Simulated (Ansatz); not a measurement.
# Optical response of La3InP (model structure)

Aim: the dielectric function of La3InP (model structure), and the optical constants that follow from it. The structure is a model built here, which may or may not match a known phase. It was built so: All N replaced by P and Sc replaced by La in the Pm-3m structure of Sc3InN.

Main program and level: Ansatz 0.2.0; DFT, PBE, plane-wave PAW, default files, scalar-relativistic, independent-particle optical response without local fields.

## (1) The starting structure

The structure is cubic, space group Pm-3m (No. 221). The conventional cell has a = 5.262 Å, b = 5.262 Å, c = 5.262 Å, α = 90.00°, β = 90.00°, γ = 90.00°. Nearest to La lie 2 P at 2.63 Å and 4 In at 3.72 Å and 8 La at 3.72 Å. In has 12 La at 3.72 Å nearest. Nearest to P lie 6 La at 2.63 Å. All N replaced by P and Sc replaced by La in the Pm-3m structure of Sc3InN. Farther neighbours are not listed.

As a file:

```cif
data_structure
_symmetry_space_group_name_H-M 'P 1'
_symmetry_Int_Tables_number 1
_cell_length_a 5.2622
_cell_length_b 5.2622
_cell_length_c 5.2622
_cell_angle_alpha 90.000
_cell_angle_beta 90.000
_cell_angle_gamma 90.000
_cell_volume 145.71
loop_
_atom_site_label
_atom_site_type_symbol
_atom_site_fract_x
_atom_site_fract_y
_atom_site_fract_z
_atom_site_occupancy
La1 La 0.50000 0.00000 0.50000 1
La2 La 0.00000 0.50000 0.50000 1
La3 La 0.50000 0.50000 0.00000 1
In4 In 0.00000 0.00000 0.00000 1
P5 P 0.50000 0.50000 0.50000 1
```

## (2) Relaxation

The structure was built or cut out here, so it is relaxed before any spectrum is computed.

This step: DFT, PBE, plane-wave PAW, default files, scalar-relativistic, relaxation (Ansatz 0.2.0).

Contents of input.yaml:

```yaml
crystal:
  lattice:
    - [5.26216523, 0.0, 0.0]
    - [0.0, 5.26216523, 0.0]
    - [0.0, 0.0, 5.26216523]
  atoms:
    - { symbol: La, position: [0.5, 0.0, 0.5] }
    - { symbol: La, position: [0.0, 0.5, 0.5] }
    - { symbol: La, position: [0.5, 0.5, 0.0] }
    - { symbol: In, position: [0.0, 0.0, 0.0] }
    - { symbol: P, position: [0.5, 0.5, 0.5] }
kpoints:
  mp_grid: { grid: [4, 4, 4] }
scf:
  occupations: { method: fermi_dirac, width: 0.05 }
hamiltonian:
  xc: pbe
  pseudopotentials: { kind: paw }
output:
  forces: true
  stress: true
relax:
  f_tol: 0.02
  max_steps: 50
  cell: {}
```

The run is started by

```console
$ ansatz run input.yaml --threads 2 --pin off --max-ram 5120MiB --backend cpu --events-out ev --progress --plain --runs-dir out
```

Numbers of over 12 decimals in the logs are rounded to 6 here.

The log of the run:

```text
Engine: ansatz 0.2.0, aarch64-unknown-linux-gnu
Pseudopotentials: kind: paw
Pseudopotential: La, paw, valence charge 11, recommended cutoff 420 eV (normal), La.paw.azcp
Pseudopotential: In, paw, valence charge 13, recommended cutoff 420 eV (normal), In.paw.azcp
Pseudopotential: P, paw, valence charge 5, recommended cutoff 420 eV (normal), P.paw.azcp
Functional definition: PBE
  parameter kappa = 0.804
  parameter beta = 0.066725
  exchange = pbe_x(kappa = kappa, mu = beta*pi^2/3)
  correlation = pbe_c(beta = beta)
Crystal: 5 atoms, lattice volume = 145.711 Å³
Basis set: ecut = 420 eV, 2897 PW (Γ), exchange–correlation on 72×72×72 points (8 copies of the dense FFT grid, shifted against one another)
Bands: 31, of which v1, the nominal top of the filled ones, is band 26 counted from 1 (25 counted from 0)
Symmetry: 48 space group operations
Space group: Pm-3m (ITA 221), of the structure as read, at distance tolerance 5.3e-5 Å
k-points: 10 of 64
Non-local potential: La, projectors of the file, l = 0: 3, l = 1: 2, l = 2: 2, l = 3: 3
Non-local potential: In, projectors of the file, l = 0: 2, l = 1: 2, l = 2: 2, l = 3: 2
Non-local potential: P, projectors of the file, l = 0: 2, l = 1: 2, l = 2: 2
PAW form: soft (Blöchl's): semilocal exchange-correlation on the pseudo side does not see the compensation charge
PAW one-centre angular grid: La, 590 points (default); XC on 64 Gauss nodes
PAW one-centre angular grid: In, 590 points (default); XC on 64 Gauss nodes
PAW one-centre angular grid: P, 110 points (default); XC on 64 Gauss nodes
Initial density: superposition of atomic densities (neutral atoms: chi_scale 0, normalization atom), corrected by the library's trained network
Initial wavefunctions: pseudopotential atomic-orbital guess
Functional: x = pbe(κ = 0.804, μ = 0.219515), c = pbe(β = 0.066725)
SCF iter   1: F=—  HF=-25106.337569 eV  |F-HF|=—  |Δ(HF+E_count)|=         —  Δρ=2.37e-3  dr2=7.75e-3  ethr=1.77e-3  ⟨swp⟩=6.9  Hψ=1598  notcnv=0
preconditioner: auto → Kerker (q_TF=auto, 2.290 Å⁻¹)  [metal: Δε(μ)=0.101 eV  Ē_g=11.805 eV  σ=0.050 eV  W_gap=0.47  n_scr=26 (ndim 8)  ℏωp=20.6 eV  f_vac=0.000  D(μ)=6.12/eV (n_scr^D=56)]
SCF iter   2: F=—  HF=-25106.337656 eV  |F-HF|=—  |Δ(HF+E_count)|=   8.64e-5  Δρ=1.48e-3  dr2=3.03e-3  ethr=1.52e-5  ⟨swp⟩=2.5  Hψ=705  notcnv=0
SCF iter   3: F=—  HF=-25106.338263 eV  |F-HF|=—  |Δ(HF+E_count)|=   6.08e-4  Δρ=3.14e-4  dr2=2.22e-4  ethr=5.94e-6  ⟨swp⟩=2.6  Hψ=521  notcnv=0
SCF iter   4: F=—  HF=-25106.338293 eV  |F-HF|=—  |Δ(HF+E_count)|=   2.93e-5  Δρ=9.30e-5  dr2=1.72e-5  ethr=4.36e-7  ⟨swp⟩=2.0  Hψ=372  notcnv=0
SCF iter   5: F=—  HF=-25106.338408 eV  |F-HF|=—  |Δ(HF+E_count)|=   1.15e-4  Δρ=2.42e-5  dr2=1.39e-6  ethr=3.38e-8  ⟨swp⟩=2.0  Hψ=391  notcnv=0
SCF iter   6: F=—  HF=-25106.338408 eV  |F-HF|=—  |Δ(HF+E_count)|=   7.01e-8  Δρ=8.47e-6  dr2=1.65e-7  ethr=2.73e-9  ⟨swp⟩=2.0  Hψ=444  notcnv=0
SCF iter   7: F=-25106.338408 eV  HF=-25106.338408 eV  |F-HF|=1.04e-8  |Δ(HF+E_count)|=   1.51e-8  Δρ=2.61e-6  dr2=1.59e-8  ethr=1.96e-10  ⟨swp⟩=5.0  Hψ=1175  notcnv=0
SCF 1 converged in 7 iterations: F = -25106.338408 eV  dr2 = 1.59e-8
  greatest PAW one-centre occupation: 0.979 electrons in one spin orbital (limit 2), on the In atom at site 3 (counted from 0), in its partial waves of l = 2
relax step   1: F+E_penalty+E_count = -25106.33840770 eV  Δ(F+E_penalty+E_count) = +0.000e0 eV  max|allowed force component| = 8.940e-30 eV/Å  Δτ_max = 0.0000 Å  P = +12.768 GPa  Ω = 145.711 Å³  (7 SCF iters, dr2 threshold 1.00e-7 eV, accepted)
Crystal: 5 atoms, lattice volume = 168.077 Å³
Basis set: ecut = 420 eV, 3287 PW (Γ), exchange–correlation on 72×72×72 points (8 copies of the dense FFT grid, shifted against one another)
Initial density: handed on by an earlier stage of this run
Initial wavefunctions: those handed on with the density
iter 1 solved again at ethr=1.81e-3 eV; its pass at ethr=3.10e-3 eV (dr2=9.23e-1 eV) is discarded
SCF iter   1: F=—  HF=-25107.532899 eV  |F-HF|=—  |Δ(HF+E_count)|=         —  Δρ=1.00e-2  dr2=9.27e-1  ethr=1.81e-3  ⟨swp⟩=1.0  Hψ=2392  notcnv=0
preconditioner: auto → Resta (q_TF=auto, 2.236 Å⁻¹)  ε∞=3.6  [insulator: Δε(μ)=0.147 eV  Ē_g=11.916 eV  σ=0.050 eV  W_gap=0.62  n_scr=26 (ndim 8)  ℏωp=19.2 eV  f_vac=0.000  D(μ)=3.50/eV (n_scr^D=18)  ε∞_Penn≈3.6]
SCF iter   2: F=—  HF=-25107.321558 eV  |F-HF|=—  |Δ(HF+E_count)|=   2.11e-1  Δρ=2.56e-3  dr2=1.98e-2  ethr=1.81e-3  ⟨swp⟩=3.4  Hψ=470  notcnv=0
preconditioner: auto → Kerker (q_TF=auto, 2.236 Å⁻¹)  [metal: Δε(μ)=0.044 eV  Ē_g=11.783 eV  σ=0.050 eV  W_gap=0.22  n_scr=26 (ndim 8)  ℏωp=19.2 eV  f_vac=0.000  D(μ)=4.73/eV (n_scr^D=26)]
SCF iter   3: F=—  HF=-25107.318821 eV  |F-HF|=—  |Δ(HF+E_count)|=   2.74e-3  Δρ=1.31e-3  dr2=2.35e-3  ethr=3.87e-5  ⟨swp⟩=2.9  Hψ=559  notcnv=0
SCF iter   4: F=—  HF=-25107.318670 eV  |F-HF|=—  |Δ(HF+E_count)|=   1.50e-4  Δρ=2.12e-4  dr2=1.46e-4  ethr=4.61e-6  ⟨swp⟩=2.4  Hψ=606  notcnv=0
SCF iter   5: F=—  HF=-25107.319067 eV  |F-HF|=—  |Δ(HF+E_count)|=   3.96e-4  Δρ=9.51e-5  dr2=2.74e-5  ethr=2.86e-7  ⟨swp⟩=2.1  Hψ=408  notcnv=0
SCF iter   6: F=—  HF=-25107.319070 eV  |F-HF|=—  |Δ(HF+E_count)|=   2.86e-6  Δρ=2.46e-5  dr2=1.91e-6  ethr=5.36e-8  ⟨swp⟩=2.2  Hψ=420  notcnv=0
SCF iter   7: F=-25107.319070 eV  HF=-25107.319070 eV  |F-HF|=1.39e-8  |Δ(HF+E_count)|=   2.95e-8  Δρ=5.67e-6  dr2=9.05e-8  ethr=9.80e-10  ⟨swp⟩=5.7  Hψ=1416  notcnv=0
SCF 2 converged in 7 iterations: F = -25107.319070 eV  dr2 = 9.05e-8
  greatest PAW one-centre occupation: 0.980 electrons in one spin orbital (limit 2), on the In atom at site 3 (counted from 0), in its partial waves of l = 2
relax step   2: F+E_penalty+E_count = -25107.31906955 eV  Δ(F+E_penalty+E_count) = -9.807e-1 eV  max|allowed force component| = 1.262e-30 eV/Å  Δτ_max = 0.0000 Å  P = +2.340 GPa  Ω = 168.077 Å³  energy of the carried Pulay correction = -1.775e-3 eV  (7 SCF iters, dr2 threshold 5.00e-7 eV, accepted)
Crystal: 5 atoms, lattice volume = 174.066 Å³
Basis set: ecut = 420 eV, 3407 PW (Γ), exchange–correlation on 72×72×72 points (8 copies of the dense FFT grid, shifted against one another)
iter 1 solved again at ethr=8.09e-5 eV; its pass at ethr=3.10e-3 eV (dr2=4.12e-2 eV) is discarded
SCF iter   1: F=—  HF=-25107.379264 eV  |F-HF|=—  |Δ(HF+E_count)|=         —  Δρ=2.09e-3  dr2=4.27e-2  ethr=8.09e-5  ⟨swp⟩=1.5  Hψ=2198  notcnv=0
preconditioner: auto → Kerker (q_TF=auto, 2.223 Å⁻¹)  [metal: Δε(μ)=0.011 eV  Ē_g=11.785 eV  σ=0.050 eV  W_gap=0.05  n_scr=26 (ndim 8)  ℏωp=18.9 eV  f_vac=0.000  D(μ)=4.90/eV (n_scr^D=32)]
SCF iter   2: F=—  HF=-25107.372442 eV  |F-HF|=—  |Δ(HF+E_count)|=   6.82e-3  Δρ=1.15e-3  dr2=1.39e-2  ethr=8.09e-5  ⟨swp⟩=2.1  Hψ=350  notcnv=0
SCF iter   3: F=—  HF=-25107.369641 eV  |F-HF|=—  |Δ(HF+E_count)|=   2.80e-3  Δρ=2.05e-4  dr2=1.56e-4  ethr=2.72e-5  ⟨swp⟩=2.2  Hψ=398  notcnv=0
SCF iter   4: F=—  HF=-25107.370072 eV  |F-HF|=—  |Δ(HF+E_count)|=   4.32e-4  Δρ=1.01e-4  dr2=2.53e-5  ethr=3.07e-7  ⟨swp⟩=2.5  Hψ=583  notcnv=0
SCF iter   5: F=—  HF=-25107.370071 eV  |F-HF|=—  |Δ(HF+E_count)|=   6.69e-7  Δρ=2.50e-5  dr2=2.77e-6  ethr=4.97e-8  ⟨swp⟩=2.0  Hψ=348  notcnv=0
SCF iter   6: F=-25107.370071 eV  HF=-25107.370071 eV  |F-HF|=2.92e-8  |Δ(HF+E_count)|=   1.76e-7  Δρ=7.80e-6  dr2=1.25e-7  ethr=9.80e-10  ⟨swp⟩=6.0  Hψ=1441  notcnv=0
SCF 3 converged in 6 iterations: F = -25107.370071 eV  dr2 = 1.25e-7
relax step   3: F+E_penalty+E_count = -25107.37007128 eV  Δ(F+E_penalty+E_count) = -5.100e-2 eV  max|allowed force component| = 4.365e-30 eV/Å  Δτ_max = 0.0000 Å  P = +0.463 GPa  Ω = 174.066 Å³  energy of the carried Pulay correction = -2.209e-3 eV  (6 SCF iters, dr2 threshold 5.00e-7 eV, accepted)
[...]
relax step   4: F+E_penalty+E_count = -25107.37228558 eV  Δ(F+E_penalty+E_count) = -2.214e-3 eV  max|allowed force component| = 1.091e-30 eV/Å  Δτ_max = 0.0000 Å  P = -0.037 GPa  Ω = 175.841 Å³  energy of the carried Pulay correction = -2.334e-3 eV  (6 SCF iters, dr2 threshold 5.00e-7 eV, accepted)
Basis set: ecut = 420 eV, 3407 PW (Γ), exchange–correlation on 80×80×80 points (8 copies of the dense FFT grid, shifted against one another)
Initial wavefunctions: pseudopotential atomic-orbital guess (no wavefunctions were taken with the density)
iter 1 solved again at ethr=1.36e-7 eV; its pass at ethr=3.10e-3 eV (dr2=6.92e-5 eV) is discarded
SCF iter   1: F=—  HF=-25107.377231 eV  |F-HF|=—  |Δ(HF+E_count)|=         —  Δρ=1.52e-4  dr2=5.43e-6  ethr=1.36e-7  ⟨swp⟩=5.4  Hψ=2713  notcnv=0
preconditioner: auto → Kerker (q_TF=auto, 2.220 Å⁻¹)  [metal: Δε(μ)=0.051 eV  Ē_g=11.756 eV  σ=0.050 eV  W_gap=0.25  n_scr=26 (ndim 8)  ℏωp=18.8 eV  f_vac=0.000  D(μ)=4.73/eV (n_scr^D=26)]
SCF iter   2: F=—  HF=-25107.377285 eV  |F-HF|=—  |Δ(HF+E_count)|=   5.46e-5  Δρ=7.88e-5  dr2=1.40e-6  ethr=1.07e-8  ⟨swp⟩=2.0  Hψ=439  notcnv=0
SCF iter   3: F=—  HF=-25107.377296 eV  |F-HF|=—  |Δ(HF+E_count)|=   1.04e-5  Δρ=1.31e-5  dr2=7.03e-8  ethr=2.74e-9  ⟨swp⟩=2.0  Hψ=529  notcnv=0
SCF iter   4: F=—  HF=-25107.377296 eV  |F-HF|=—  |Δ(HF+E_count)|=   1.58e-7  Δρ=9.81e-7  dr2=1.53e-9  ethr=1.38e-10  ⟨swp⟩=2.4  Hψ=573  notcnv=0
SCF iter   5: F=—  HF=-25107.377296 eV  |F-HF|=—  |Δ(HF+E_count)|=  5.06e-10  Δρ=2.87e-7  dr2=2.26e-10  ethr=3.00e-12  ⟨swp⟩=2.7  Hψ=508  notcnv=0
SCF iter   6: F=-25107.377296 eV  HF=-25107.377296 eV  |F-HF|=7.28e-12  |Δ(HF+E_count)|=  3.64e-12  Δρ=1.05e-7  dr2=4.23e-11  ethr=1.00e-12  ⟨swp⟩=5.3  Hψ=1305  notcnv=0
SCF 5 converged in 6 iterations: F = -25107.377296 eV  dr2 = 4.23e-11
relax step   5: F+E_penalty+E_count = -25107.37729602 eV  Δ(F+E_penalty+E_count) = -5.010e-3 eV  max|allowed force component| = 4.418e-30 eV/Å  Δτ_max = 0.0000 Å  P = +0.014 GPa  Ω = 175.841 Å³  stress off target by 1.44e-2 GPa  SCF on the basis re-selected at this cell (its energy is not comparable with the rows above)  (6 SCF iters)
basis re-selected at this cell: Δ(F+E_penalty+E_count) = -5.010e-3 eV, ΔP = +0.051 GPa vs the last step (what re-selecting the basis moved, of the pressure what is left beyond the Pulay correction that the steps carried, after the strain that the cell walked since its last selection, with what the two solves' SCF thresholds leave and, on support functions, any second-order correction that the steps lacked; it is no measure of the basis error at this ecutwfc). The dense FFT grid was sized anew with the basis: this SCF ran on 40×40×40 points, the steps before it on 36×36×36, so part of this shift can come from that change (see relax.cell in the input reference). [rest of the remark cut]
SCF converged after 6 iterations
Free energy (F): -25107.377296 eV
Harris-Foulkes:  -25107.377296 eV  (|F-HF|=7.28e-12)
Internal energy: -25107.338839 eV  (E = F + TS)
E sigma→0 (E₀):  -25107.358068 eV
Entropy (-TS):   -0.038457 eV (-7.691 meV/atom)
Fermi energy:    8.832254 eV
--- Per-component energies (eV) ---
  E_band       = -232.365408
  E_kinetic    = 887.280912
  E_local      = -2542.387514  (includes V_loc(G=0)·N_el)
  E_nonlocal   = 686.984693
  E_hartree    = 918.407529
  E_xc         = -693.289518
  E_vxc        = -600.509159  (∫ρ·V_xc dr)
  E_paw        = -20972.867317  (= ΣΔE_a)
  E_vpaw       = -500.549539  (= ΣTr[D̂ρ^β])
  E_aug_tail   = 0.000028  (compensation charges beyond the density's cutoff)
  E_ewald      = -3391.467652
  E_smearing   = -0.038457  (= −TS)
  E_closure    = 0.000000  (closes the sum)
  Σ components = -25107.377296   (vs F -25107.377296, Δ=0.00e0)
--- Forces (eV/Å), atoms counted from 1 ---
  atom   1  La    -0.00000000    -0.00000000     0.00000000
  atom   2  La    -0.00000000     0.00000000     0.00000000
  atom   3  La     0.00000000     0.00000000     0.00000000
  atom   4  In    -0.00000000     0.00000000     0.00000000
  atom   5  P     -0.00000000    -0.00000000    -0.00000000
  max |Σ_I F_I| component: 6.84e-30 eV/Å
--- Stress (GPa, compression-positive) ---
        0.014439      -0.000000       0.000000
       -0.000000       0.014439      -0.000000
        0.000000      -0.000000       0.014439
  P = ⅓ Tr σ = 0.0144 GPa (0.144 kbar)
--- Relaxed structure (4 steps of the walk, 4 accepted, 1 SCFs on fresh bases) ---
  F+E_penalty+E_count = -25107.37729602 eV   max|allowed force component| = 4.418e-30 eV/Å   (the final SCF, on the basis selected at the relaxed cell)
  cell:  # Å, volume = 175.8408 Å³
    - [5.602388, 0, 0]
    - [0, 5.602388, 0.0]
    - [0, 0, 5.602388]
  atoms:
    - { symbol: La, position: [0.5, 0, 0.5] }
    - { symbol: La, position: [0, 0.5, 0.5] }
    - { symbol: La, position: [0.5, 0.5, 0] }
    - { symbol: In, position: [0, 0, 0] }
    - { symbol: P, position: [0.5, 0.5, 0.5] }
```

Wall time 9.2 s (2 threads of Arm Neoverse V2, shared host); peak memory 0.47 GiB.

Step by step:

| step | energy less that of the first step (eV) | largest force component (eV/Å) | pressure (GPa) | volume (Å³) |
| --- | --- | --- | --- | --- |
| 1 | 0.0000 | 0.0000 | 12.77 | 145.71 |
| 2 | -0.9807 | 0.0000 | 2.34 | 168.08 |
| 3 | -1.0317 | 0.0000 | 0.46 | 174.07 |
| 4 | -1.0339 | 0.0000 | -0.04 | 175.84 |
| 5* | -1.0389 | 0.0000 | 0.01 | 175.84 |

Relaxation steps marked * repeat the geometry before them on a plane-wave basis chosen anew for their cell, so energy and pressure can jump there.

Forces are held to the 48 operations that the run works with; a distortion that breaks them can't arise in this run.

| conventional cell, symmetrised | before | after | change |
| --- | --- | --- | --- |
| a (Å) | 5.262 | 5.602 | +6.5 % |
| b (Å) | 5.262 | 5.602 | +6.5 % |
| c (Å) | 5.262 | 5.602 | +6.5 % |
| volume (Å³/atom) | 29.14 | 35.17 | +20.7 % |

Final coordinates:

```xyz
5
Lattice="5.6024 0.0000 0.0000 0.0000 5.6024 0.0000 0.0000 0.0000 5.6024" Properties=species:S:1:pos:R:3 pbc="T T T"
La    2.8012    0.0000    2.8012
La    0.0000    2.8012    2.8012
La    2.8012    2.8012    0.0000
In    0.0000    0.0000    0.0000
P     2.8012    2.8012    2.8012
```

The relaxation ends with a pressure of 0.01 GPa.

[end of part 1 of 2]

[Logs are printed without paths, hosts, clocks, repeated set-up lines and the standing remarks that a program may print on its own settings, such as how far it seeks lower states.]

[Hosts, paths, dates, database ids (printed as entryN), source tags and the programs' standing remarks are cut or masked in the printed files.]
